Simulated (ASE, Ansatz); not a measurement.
**random cubic perovskite alloy of BaHfO3 and BaTiO3 (135 atoms): close-ups with forces and charges**

The cell holds 135 atoms: 27 Ba, 18 Hf, 81 O and 9 Ti. Its edges and angles: a = 12.340 Å, b = 12.340 Å, c = 12.340 Å, α = 90.0°, β = 90.0°, γ = 90.0°. It derives from BaHfO3 (cubic perovskite) and BaTiO3, repeated 3×3×3. Cubic perovskite BaHfO3, 3 x 3 x 3 conventional cells, 9 of 27 Hf sites given to Ti at random (x = 0.333), lattice by Vegard's rule (cell 4.113, 4.113, 4.113, 90, 90, 90); not relaxed, displaced by a Gaussian of 0.02 Å.

Method: Kohn-Sham DFT, RPBE, PAW (set soft_2), plane waves (Ansatz 0.2.0; cutoff 420 eV, Γ point, fixed occupations), at the geometry as built.

The whole cell was solved; only parts of it are printed.

The surroundings of O68, which bears the longest force, nearest first, numbered as they follow in the input and with coordinates relative to it.

```csv
atom,x,y,z,distance (Å),bonds,Löwdin charge (e),Fx,Fy,Fz (eV/Å)
O68,0.00,0.00,0.00,0.00,6,-0.88,0.09,-0.02,2.54
Hf62,-0.03,-0.03,-2.03,2.03,6,1.14,0.69,0.46,-0.36
Ti67,0.01,-0.03,2.08,2.08,6,1.30,-0.19,0.07,-0.17
O64,-2.05,-0.01,-2.00,2.86,6,-0.88,-2.06,-0.07,-0.13
O109,2.04,-0.02,-2.02,2.88,6,-0.88,0.35,0.16,-0.02
O65,0.01,-2.07,-2.00,2.88,6,-0.87,-0.09,-0.38,0.00
O80,0.00,2.08,-2.02,2.90,6,-0.89,0.03,1.32,-0.11
Ba111,2.07,-2.04,0.04,2.91,12,1.81,-0.07,-0.03,-0.16
O69,-2.05,-0.02,2.07,2.91,6,-0.89,1.48,0.02,0.03
O114,2.04,0.00,2.09,2.92,6,-0.88,-1.35,-0.18,0.03
Ba81,-2.07,2.07,0.02,2.92,12,1.79,0.15,-0.05,-0.35
O85,0.03,2.04,2.09,2.92,6,-0.89,-0.03,-1.07,0.01
Ba66,-2.06,-2.08,0.02,2.92,12,1.80,-0.07,0.10,0.02
Ba126,2.08,2.05,0.04,2.93,12,1.81,-0.37,-0.13,-0.40
O70,-0.02,-2.06,2.08,2.93,6,-0.88,0.16,1.70,0.02
O63,0.02,-0.04,-4.08,4.08,6,-0.88,-0.11,0.17,-0.33
O73,0.00,-0.03,4.10,4.10,6,-0.88,0.08,0.01,-1.60
O83,0.02,4.10,-0.01,4.10,6,-0.86,0.10,0.08,-0.33
O23,-4.11,0.00,0.00,4.11,6,-0.88,-0.06,-0.08,-1.13
O113,4.11,-0.01,0.01,4.11,6,-0.88,0.10,0.07,0.81
O53,0.01,-4.14,0.03,4.14,6,-0.87,-0.07,0.02,0.09
Ti77,0.01,4.10,-1.99,4.55,6,1.28,-0.08,-0.36,-0.05
Ti17,-4.10,0.01,-2.03,4.58,6,1.29,-0.34,0.29,-0.43
Hf107,4.11,0.00,-2.04,4.59,6,1.15,-0.10,0.01,-0.20
Hf22,-4.11,-0.02,2.06,4.60,6,1.16,0.16,0.03,0.12
Hf82,0.04,4.12,2.09,4.62,6,1.17,-0.67,-0.48,-0.23
Hf52,0.01,-4.13,2.08,4.62,6,1.15,-0.25,0.85,-0.22
Hf112,4.11,0.00,2.12,4.63,6,1.15,-0.08,-0.29,-0.91
Hf47,0.01,-4.16,-2.04,4.63,6,1.16,0.23,0.45,0.05
O84,-2.05,4.07,2.05,5.00,6,-0.88,0.76,0.23,0.07
O35,-4.09,2.04,-2.04,5.00,6,-0.90,-0.06,-0.01,0.14
O79,-2.02,4.12,-2.00,5.01,6,-0.92,-0.30,0.05,-0.11
O124,2.06,4.11,-2.00,5.01,6,-0.89,-1.31,-0.04,-0.12
Ba61,-2.06,-2.07,-4.07,5.01,12,1.81,-0.07,0.09,-0.10
```

The column of bonds counts only the pairs O-Ba within 3.33 Å, O-Hf within 2.52 Å, O-Ti within 2.52 Å; other neighbours, such as metal atoms beside each other in a compound, aren't counted, and periodic images can show an atom twice.

A closer look about Ti32, one of the 9 Ti atoms: 22 atoms, nearest first, numbered in the order of the input, with positions taken from that point.

```csv
atom,x,y,z,distance (Å),bonds,Löwdin charge (e),Fx,Fy,Fz (eV/Å)
Ti32,0.00,0.00,0.00,0.00,6,1.29,0.04,0.04,-0.18
O33,0.01,-0.04,-2.03,2.03,6,-0.91,0.10,0.12,0.04
O5,0.00,2.03,0.02,2.03,6,-0.88,0.13,-2.08,-0.06
O38,-0.01,-0.03,2.04,2.04,6,-0.88,0.11,0.01,-1.70
O34,-2.04,-0.03,0.01,2.04,6,-0.86,2.19,0.04,-0.13
O35,0.05,-2.10,-0.01,2.10,6,-0.90,-0.06,-0.01,0.14
O79,2.12,-0.01,0.03,2.12,6,-0.92,-0.30,0.05,-0.11
Ba6,-2.04,2.03,2.05,3.53,12,1.80,0.13,0.15,0.37
Ba1,-2.01,2.02,-2.11,3.55,12,1.81,0.16,-0.17,0.17
Ba46,2.12,2.03,-2.01,3.55,12,1.79,-0.14,-0.42,-0.26
Ba36,-2.03,-2.10,2.05,3.57,12,1.81,0.20,0.19,-0.34
Ba81,2.08,-2.07,2.05,3.57,12,1.79,0.15,-0.05,-0.35
Ba31,-2.03,-2.09,-2.08,3.59,12,1.80,0.33,-0.01,0.17
Ba51,2.08,2.06,2.09,3.59,12,1.80,-0.15,-0.21,-0.38
Ba76,2.10,-2.04,-2.07,3.59,12,1.79,-0.06,0.15,0.19
Hf122,-4.07,-0.01,-0.01,4.07,6,1.15,-0.51,-0.42,0.24
Hf37,0.03,-0.02,4.09,4.09,6,1.14,-0.14,0.27,0.28
Hf2,0.02,4.10,-0.02,4.10,6,1.14,0.22,-0.24,0.02
Ti17,0.04,-4.12,0.00,4.12,6,1.29,-0.34,0.29,-0.43
Ti42,0.04,-0.05,-4.13,4.13,6,1.29,-0.19,0.01,-0.36
Ti77,4.15,-0.03,0.04,4.15,6,1.28,-0.08,-0.36,-0.05
O128,-4.04,-0.02,2.06,4.54,6,-0.89,-0.17,-0.09,0.00
```

The column of bonds counts only the pairs O-Ba within 3.33 Å, O-Hf within 2.52 Å, O-Ti within 2.52 Å; other neighbours, such as metal atoms beside each other in a compound, aren't counted, and periodic images can show an atom twice.

Local excerpt of 34 atoms (numbers count through the whole input) about O78, whose charge lies farthest from its element's mean; x, y, z are measured from there.

```csv
atom,x,y,z,distance (Å),bonds,Löwdin charge (e),Fx,Fy,Fz (eV/Å)
O78,0.00,0.00,0.00,0.00,6,-0.93,-0.03,0.13,-0.37
Ti87,-0.03,0.02,-2.04,2.04,6,1.29,-0.28,-0.51,0.59
Ti77,-0.03,-0.02,2.12,2.12,6,1.28,-0.08,-0.36,-0.05
Ba91,2.03,2.03,0.02,2.87,12,1.81,-0.19,-0.13,0.12
Ba121,2.02,-2.07,0.00,2.90,12,1.80,-0.33,0.04,0.08
O90,-0.03,-2.06,-2.04,2.90,6,-0.90,0.04,1.82,-0.10
Ba46,-2.06,2.04,0.07,2.90,12,1.79,-0.14,-0.42,-0.26
O134,2.04,-0.05,-2.06,2.90,6,-0.88,-1.93,0.31,-0.06
Ba76,-2.08,-2.03,0.01,2.90,12,1.79,-0.06,0.15,0.19
O89,-2.07,0.01,-2.04,2.91,6,-0.90,-0.10,0.03,0.04
O50,0.00,2.00,2.11,2.91,6,-0.88,-0.03,-0.95,-0.19
O80,-0.03,-2.04,2.09,2.92,6,-0.89,0.03,1.32,-0.11
O60,-0.04,2.06,-2.07,2.92,6,-0.87,0.22,-2.08,0.17
O124,2.02,-0.01,2.11,2.92,6,-0.89,-1.31,-0.04,-0.12
O79,-2.05,0.01,2.11,2.94,6,-0.92,-0.30,0.05,-0.11
O88,-0.03,0.00,-4.05,4.05,6,-0.88,0.14,0.10,0.56
O123,4.06,-0.01,0.00,4.06,6,-0.87,0.05,-0.01,0.28
O83,-0.01,-0.01,4.10,4.10,6,-0.86,0.10,0.08,-0.33
O48,-0.04,4.12,0.02,4.12,6,-0.88,0.09,-0.21,-0.09
O63,-0.02,-4.16,0.03,4.16,6,-0.88,-0.11,0.17,-0.33
O33,-4.17,-0.03,0.05,4.17,6,-0.91,0.10,0.12,0.04
Hf132,4.06,-0.02,-2.05,4.55,6,1.14,0.51,0.12,0.15
Hf47,-0.03,4.06,2.07,4.56,6,1.16,0.23,0.45,0.05
Hf122,4.09,0.01,2.07,4.58,6,1.15,-0.51,-0.42,0.24
Hf57,0.00,4.09,-2.08,4.59,6,1.16,-0.82,0.58,0.99
Hf72,-0.04,-4.12,-2.07,4.61,6,1.14,-0.28,0.31,0.64
Ti42,-4.14,-0.03,-2.05,4.62,6,1.29,-0.19,0.01,-0.36
Hf62,-0.07,-4.15,2.08,4.64,6,1.14,0.69,0.46,-0.36
Ti32,-4.18,0.01,2.08,4.67,6,1.29,0.04,0.04,-0.18
O119,2.00,-4.10,-2.02,4.99,6,-0.88,2.42,-0.07,-0.26
O105,4.09,2.04,-2.02,5.00,6,-0.87,-0.18,-0.48,-0.09
Ba101,2.01,2.05,-4.09,5.00,12,1.81,0.28,0.07,0.08
O104,2.03,4.08,-2.06,5.01,6,-0.87,-0.28,0.05,0.00
O95,4.07,2.04,2.09,5.01,6,-0.86,0.10,0.44,-0.09
```

The column of bonds counts only the pairs O-Ba within 3.33 Å, O-Hf within 2.52 Å, O-Ti within 2.52 Å; other neighbours, such as metal atoms beside each other in a compound, aren't counted, and periodic images can show an atom twice.

The surroundings of Hf72, picked at random, nearest first, numbered as they follow in the input and with coordinates relative to it.

```csv
atom,x,y,z,distance (Å),bonds,Löwdin charge (e),Fx,Fy,Fz (eV/Å)
Hf72,0.00,0.00,0.00,0.00,6,1.14,-0.28,0.31,0.64
O75,0.02,-2.03,0.07,2.03,6,-0.88,0.01,-0.87,-0.33
O74,-2.04,0.04,0.02,2.04,6,-0.88,-0.50,-0.12,-0.01
O119,2.04,0.01,0.05,2.04,6,-0.88,2.42,-0.07,-0.26
O90,0.01,2.06,0.03,2.06,6,-0.90,0.04,1.82,-0.10
O73,0.00,-0.02,-2.06,2.06,6,-0.88,0.08,0.01,-1.60
O63,0.02,-0.04,2.10,2.10,6,-0.88,-0.11,0.17,-0.33
Ba86,-2.05,2.03,-2.04,3.53,12,1.80,0.06,0.21,0.18
Ba116,2.05,-2.05,-2.02,3.53,12,1.80,0.15,0.01,-0.01
Ba106,2.04,-2.04,2.05,3.54,12,1.81,0.26,0.04,0.26
Ba71,-2.07,-2.06,-2.03,3.55,12,1.81,-0.10,-0.16,-0.10
Ba131,2.06,2.08,-2.04,3.56,12,1.80,-0.31,-0.27,0.34
Ba121,2.06,2.05,2.08,3.57,12,1.80,-0.33,0.04,0.08
Ba76,-2.04,2.09,2.08,3.58,12,1.79,-0.06,0.15,0.19
Ba61,-2.05,-2.07,2.11,3.60,12,1.81,-0.07,0.09,-0.10
Ti67,0.01,-0.03,-4.09,4.09,6,1.30,-0.19,0.07,-0.17
Ti117,4.11,0.00,0.01,4.11,6,1.30,-0.29,-0.17,0.74
Hf57,0.04,-4.13,-0.01,4.13,6,1.16,-0.82,0.58,0.99
Hf27,-4.13,-0.02,0.02,4.13,6,1.15,0.94,-0.07,0.51
Ti87,0.01,4.14,0.03,4.14,6,1.29,-0.28,-0.51,0.59
Hf62,-0.03,-0.03,4.15,4.15,6,1.14,0.69,0.46,-0.36
O28,-4.08,-0.02,-2.01,4.55,6,-0.87,-0.03,0.15,-0.58
```

The column of bonds counts only the pairs O-Ba within 3.33 Å, O-Hf within 2.52 Å, O-Ti within 2.52 Å; other neighbours, such as metal atoms beside each other in a compound, aren't counted, and periodic images can show an atom twice.

Length of the force by element:

```csv
element,coordination,atoms,mean length of the force (eV/Å),spread,least,most
Ba,all,27,0.349,0.138,0.125,0.561
Hf,all,18,0.733,0.377,0.208,1.64
O,all,81,1.07,0.705,0.0433,2.54
Ti,all,9,0.542,0.225,0.185,0.826
```

Löwdin charges by element (they lack the spilled electrons, 0.072 e an atom on average):

```csv
element,coordination,atoms,mean charge (e),spread,least,most
Ba,all,27,1.80,0.0062,1.79,1.81
Hf,all,18,1.15,0.0111,1.14,1.18
O,all,81,-0.881,0.0144,-0.929,-0.852
Ti,all,9,1.29,0.0043,1.28,1.30
```

Only the Γ point is sampled, in a cell whose shortest periodic width is 12 Å. The Löwdin charges lack the electrons that the projection spills, 0.072 e an atom on average.

[Logs are printed without paths, hosts, clocks, repeated set-up lines and the standing remarks that a program may print on its own settings, such as how far it seeks lower states.]

[Hosts, paths, dates, database ids (printed as entryN), source tags and the programs' standing remarks are cut or masked in the printed files.]
